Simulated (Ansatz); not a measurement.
# How many bands does the GW gap of WSeS (P-3m1) need?, part 2 of 2

Wanted: a G0W0 gap for WSeS (P-3m1) that is converged in bands and cutoff, or an estimate of the limit.

Ansatz 0.2.0; G0W0 on LDA, plane waves, PAW. Known limits of the many-body steps: not at the basis limit; no spin-orbit coupling.

So far. Step 2 (322 empty bands, screening to 110 eV): The gap on the mesh goes from 1.13 eV to 1.55 eV, a correction of +0.42 eV. Between the two edge states, bare exchange in place of the xc potential would open the gap by 4.69 eV, and correlation takes back 4.27 eV. Step 3 (731 empty bands, screening to 190 eV): Against the run with 9×9×2 mesh, 322 empty bands, screening to 110 eV, hard PAW files, the gap moves by +0.04 eV.

## (4) 1238 empty bands, screening to 270 eV

input.yaml

```yaml
crystal:
  lattice:
    - [3.2481130316, 0.0, 0.0]
    - [-1.6240565158, 2.8129483997, 0.0]
    - [0.0, 0.0, 13.4587627587]
  atoms:
    - { symbol: W, position: [0.33333333, 0.66666667, 0.25684664] }
    - { symbol: W, position: [0.66666667, 0.33333333, 0.74315336] }
    - { symbol: Se, position: [0.33333333, 0.66666667, 0.86927589] }
    - { symbol: Se, position: [0.66666667, 0.33333333, 0.13072411] }
    - { symbol: S, position: [0.66666667, 0.33333333, 0.37023793] }
    - { symbol: S, position: [0.33333333, 0.66666667, 0.62976207] }
kpoints:
  mp_grid: { grid: [9, 9, 2] }
hamiltonian:
  xc: lda
  pseudopotentials: { kind: paw, source: ansatz }
scf:
  occupations: { method: fixed }
gw:
  n_empty_bands: 1238
  ecut_chi: 270.0
  qp_bands: [v2, c2]
  qp_kpoints: band_edges
  screening: { model: contour_deformation }
```

On the command line:

```console
$ ansatz run input.yaml --threads 4 --pin off --max-ram 138240MiB --backend cuda --events-out ev --progress --plain --runs-dir out --devices 1 --max-vram 26GiB
```

Numbers of over 12 decimals in the logs are rounded to 6 here.

Output:

```text
GPUs: using 1 of 1 available (devices: 1).
[...]
GPU FFT provider: cuFFT
GPU libraries: cuBLAS 13.8.2, cuFFT 12.4.0, cuSOLVER 12.3.4
Crystal: 6 atoms, lattice volume = 122.970 Å³
Basis set: ecut = 760 eV, 5875 PW (Γ)
Bands: 60, of which v1, the nominal top of the filled ones, is band 50 counted from 1 (49 counted from 0)
Symmetry: 12 space group operations
[...]
k-points: 24 of 162
[...]
1    52     14.8703   -13.8193    -4.5431   -18.6058  0.7472    15.1149    15.1137  root
[...]
23    49     11.8972   -18.4541     0.0337   -18.2073  0.7513    11.6836    11.6840  root
    23    50     11.9588   -18.6780     0.0144   -18.4502  0.7506    11.7449    11.7454  root
    23    51     13.6028   -15.7109    -4.1288   -20.0778  0.7452    13.8417    13.8409  root
    23    52     13.6028   -15.7109    -4.1288   -20.0778  0.7452    13.8417    13.8409  root
[key lines of the parts left out:]
SCF converged after 11 iterations
Free energy (F): -47759.900645 eV
Fermi energy:    12.408055 eV
```

It took 8.6 min on 1 × NVIDIA H100 80GB HBM3 (shared by 3 runs) with 4 threads of AMD EPYC 7R13 (Zen 3), shared host; peak memory 12 GiB; 17 min of CPU time.

This step gave:

```
bands summed                                 : 1288
RPA ε∞ on this mesh (eigenvalues)            : 5.044, 13.55, 13.55
plane waves in the screening matrix          : 1279
G0W0 gap on the mesh                         : 1.595 eV
k of the valence top                         : 0, 0, 0
k of the conduction bottom                   : 0.1111, 0.2222, 0
starting gap on the mesh                     : 1.130 eV
least direct G0W0 gap on the computed points : 2.058 eV
```

Against the run with 9×9×2 mesh, 731 empty bands, screening to 190 eV, hard PAW files, the gap moves by +0.012 eV.

## (5) Changing the k mesh: 12×12×2 mesh, 322 empty bands, screening to 110 eV, hard PAW files

A second mesh at equal bands and cutoff isolates the sampling error. Bands and cutoff differ from the step before, so it is read against an earlier run that matches them.

Edit input.yaml of step 4 so:

```diff
@@ -13,3 +13,3 @@
 kpoints:
-  mp_grid: { grid: [9, 9, 2] }
+  mp_grid: { grid: [12, 12, 2] }
 hamiltonian:
@@ -20,4 +20,4 @@
 gw:
-  n_empty_bands: 1238
-  ecut_chi: 270.0
+  n_empty_bands: 322
+  ecut_chi: 110.0
   qp_bands: [v2, c2]
```

Output:

```text
GPUs: using 1 of 1 available (devices: 1).
[...]
GPU FFT provider: cuFFT
GPU libraries: cuBLAS 13.8.2, cuFFT 12.4.0, cuSOLVER 12.3.4
Crystal: 6 atoms, lattice volume = 122.970 Å³
Basis set: ecut = 760 eV, 5875 PW (Γ)
Bands: 60, of which v1, the nominal top of the filled ones, is band 50 counted from 1 (49 counted from 0)
Symmetry: 12 space group operations
[...]
k-points: 38 of 288
[...]
1    52     14.8703   -13.8262    -4.2030   -18.6058  0.7490    15.4538    15.4470  root
[...]
37    49     11.8971   -18.4238     0.3399   -18.2073  0.7544    12.0203    12.0205  root
    37    50     11.9587   -18.6459     0.3261   -18.4502  0.7538    12.0890    12.0892  root
    37    51     13.6028   -15.7431    -3.7347   -20.0778  0.7505    14.2081    14.2029  root
    37    52     13.6028   -15.7431    -3.7347   -20.0778  0.7505    14.2081    14.2029  root
[key lines of the parts left out:]
SCF converged after 11 iterations
Free energy (F): -47759.900939 eV
Fermi energy:    12.408136 eV
```

Run time: 5.2 min. Hardware: 1 × NVIDIA H100 80GB HBM3 (shared by 3 runs) with 4 threads; peak memory 3.6 GiB.

Numbers from this step:

```yaml
bands_summed: 372
rpa_eps_infinity_on_this_mesh_eigenvalues: 5.049, 13.58, 13.58
plane_waves_in_the_screening_matrix: 317
g0w0_gap_on_the_mesh: 1.453 eV
k_of_the_valence_top: 0, 0, 0
k_of_the_conduction_bottom: 0.1667, 0.1667, 0
starting_gap_on_the_mesh: 1.044 eV
least_direct_g0w0_gap_on_the_computed_points: 2.071 eV
```

Against the run with 9×9×2 mesh, 322 empty bands, screening to 110 eV, hard PAW files, the gap moves by −0.09 eV, while the start moved by −0.09 eV. A band edge is found at another k point on this mesh.

## (6) Side by side

Times are wall times on 1 × NVIDIA H100 80GB HBM3 (shared by 3 runs) with 4 threads of AMD EPYC 7R13 (Zen 3), shared host, good to a factor of about two.

```
   mesh     files            frequency  bands summed  cutoff (eV)  start (eV)  G0W0 (eV)     time  host memory (GiB)
  9×9×2  hard PAW  contour deformation           372          110       1.130      1.546  2.1 min                2.7
  9×9×2  hard PAW  contour deformation           781          190       1.130      1.584  4.5 min                5.7
  9×9×2  hard PAW  contour deformation          1288          270       1.130      1.595  8.6 min                 12
12×12×2  hard PAW  contour deformation           372          110       1.044      1.453  5.2 min                3.6
```

The parts of the quasiparticle energy at the two band edges (eV; QP = start + Σx + Σc − Vxc):

```
       run               edge  start      Σx     Σc     Vxc     Z     QP
 372 bands        valence top  12.41  -19.19   0.54  -18.74  0.75  12.50
 372 bands  conduction bottom  13.54  -12.96  -3.73  -17.20  0.76  14.04
 781 bands        valence top  12.41  -19.19   0.29  -18.74  0.75  12.25
 781 bands  conduction bottom  13.54  -12.96  -3.94  -17.20  0.76  13.83
1288 bands        valence top  12.41  -19.19   0.18  -18.74  0.75  12.14
1288 bands  conduction bottom  13.54  -12.96  -4.04  -17.20  0.76  13.74
```

## (7) Outcome

- 372 bands, 110 eV: 1.546 eV
- 781 bands, 190 eV: 1.584 eV
- 1288 bands, 270 eV: 1.595 eV
- estimated limit in bands and cutoff: 1.61 eV
- mesh and start: 9×9×2, LDA

A line in one over the bands through the two highest rungs gives 1.61 eV, +0.02 eV from the top rung; the pair below gives 1.62 eV, in fair agreement. The rungs stand 0.07 eV (372 bands), 0.03 eV (781 bands) and 0.02 eV (1288 bands) from it. From 372 to 1288 bands the gap moves by +0.05 eV while the time grows 4.1-fold. Σc changes by −0.35 eV at the valence top and −0.31 eV at the conduction bottom, so the levels themselves move more than the gap between them. On the 12×12×2 mesh in place of 9×9×2 the gap differs by −0.09 eV, of which −0.09 eV is already in the start. The cheapest rung within 0.1 eV of this estimate is that with 372 bands (2.1 min). The 9×9×2 mesh misses a band edge: on 12×12×2 the LDA gap is 1.04 eV, so these values are not the fundamental gap, which lies some 0.09 eV lower. The many-body steps are scalar-relativistic: spin-orbit coupling is not in them.

[Paths, hosts, dates, memory and timing lines, banners, echoed tables and standing remarks are left out of the program output.]

[Logs are printed without paths, hosts, clocks, repeated set-up lines and the standing remarks that a program may print on its own settings, such as how far it seeks lower states.]

[Runs of the session that timed out or met a known fault of the program may be left out.]

[Cells called generated may have been cut or substituted from an entry of the Crystallography Open Database or the Materials Project.]

[Hosts, paths, dates, database ids (printed as entryN), source tags and the programs' standing remarks are cut or masked in the printed files.]
